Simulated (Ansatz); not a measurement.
In doubt: masses and optical values from hybrid runs of this build are listed as unsure (in some of the runs), which bears on the screening that GW takes from such a start.

Consider Y2Ti2O7 (Fd-3m).

```yaml
crystal:
  lattice:
    - [0.00000, 5.04930, 5.04930]
    - [5.04930, 0.00000, 5.04930]
    - [5.04930, 5.04930, 0.00000]
  atoms:
    - { symbol: Y, position: [0.12500, 0.12500, 0.12500] }
    - { symbol: Y, position: [0.62500, 0.12500, 0.12500] }
    - { symbol: Y, position: [0.12500, 0.12500, 0.62500] }
    - { symbol: Y, position: [0.12500, 0.62500, 0.12500] }
    - { symbol: Ti, position: [0.62500, 0.62500, 0.62500] }
    - { symbol: Ti, position: [0.12500, 0.62500, 0.62500] }
    - { symbol: Ti, position: [0.62500, 0.62500, 0.12500] }
    - { symbol: Ti, position: [0.62500, 0.12500, 0.62500] }
    - { symbol: O, position: [0.54539, 0.95461, 0.95461] }
    - { symbol: O, position: [0.70461, 0.29539, 0.70461] }
    - { symbol: O, position: [0.95461, 0.54539, 0.54539] }
    - { symbol: O, position: [0.29539, 0.70461, 0.29539] }
    - { symbol: O, position: [0.95461, 0.54539, 0.95461] }
    - { symbol: O, position: [0.70461, 0.70461, 0.29539] }
    - { symbol: O, position: [0.54539, 0.95461, 0.54539] }
    - { symbol: O, position: [0.29539, 0.29539, 0.70461] }
    - { symbol: O, position: [0.70461, 0.29539, 0.29539] }
    - { symbol: O, position: [0.95461, 0.95461, 0.54539] }
    - { symbol: O, position: [0.29539, 0.70461, 0.70461] }
    - { symbol: O, position: [0.54539, 0.54539, 0.95461] }
    - { symbol: O, position: [0.00000, 0.00000, 0.00000] }
    - { symbol: O, position: [0.25000, 0.25000, 0.25000] }
```

Geometry: measured cell, ions relaxed with r2SCAN. The runs that relaxed it are not among those shown.

Gaps computed with Ansatz 0.2.0 without a self-energy: HSE06 4.49 eV.

Q: Estimate the G0W0@HSE06 gap with 4×4×4 mesh, 1531 empty bands, screening to 190 eV, hard PAW files.

About 5.07 eV: on its mesh the run moves the gap from 4.49 eV by +0.58 eV. Bands and cutoff are finite, so the gap is not at the basis limit. The miss can reach some tenths of an eV and take either sign; the mesh is an error of its own. The many-body steps are scalar-relativistic: spin-orbit coupling is not in them.

[Paths, hosts, dates, memory and timing lines, banners, echoed tables and standing remarks are left out of the program output.]

[Logs are printed without paths, hosts, clocks, repeated set-up lines and the standing remarks that a program may print on its own settings, such as how far it seeks lower states.]

[Runs of the session that timed out or met a known fault of the program may be left out.]

[Cells called generated may have been cut or substituted from an entry of the Crystallography Open Database or the Materials Project.]

[Hosts, paths, dates, database ids (printed as entryN), source tags and the programs' standing remarks are cut or masked in the printed files.]
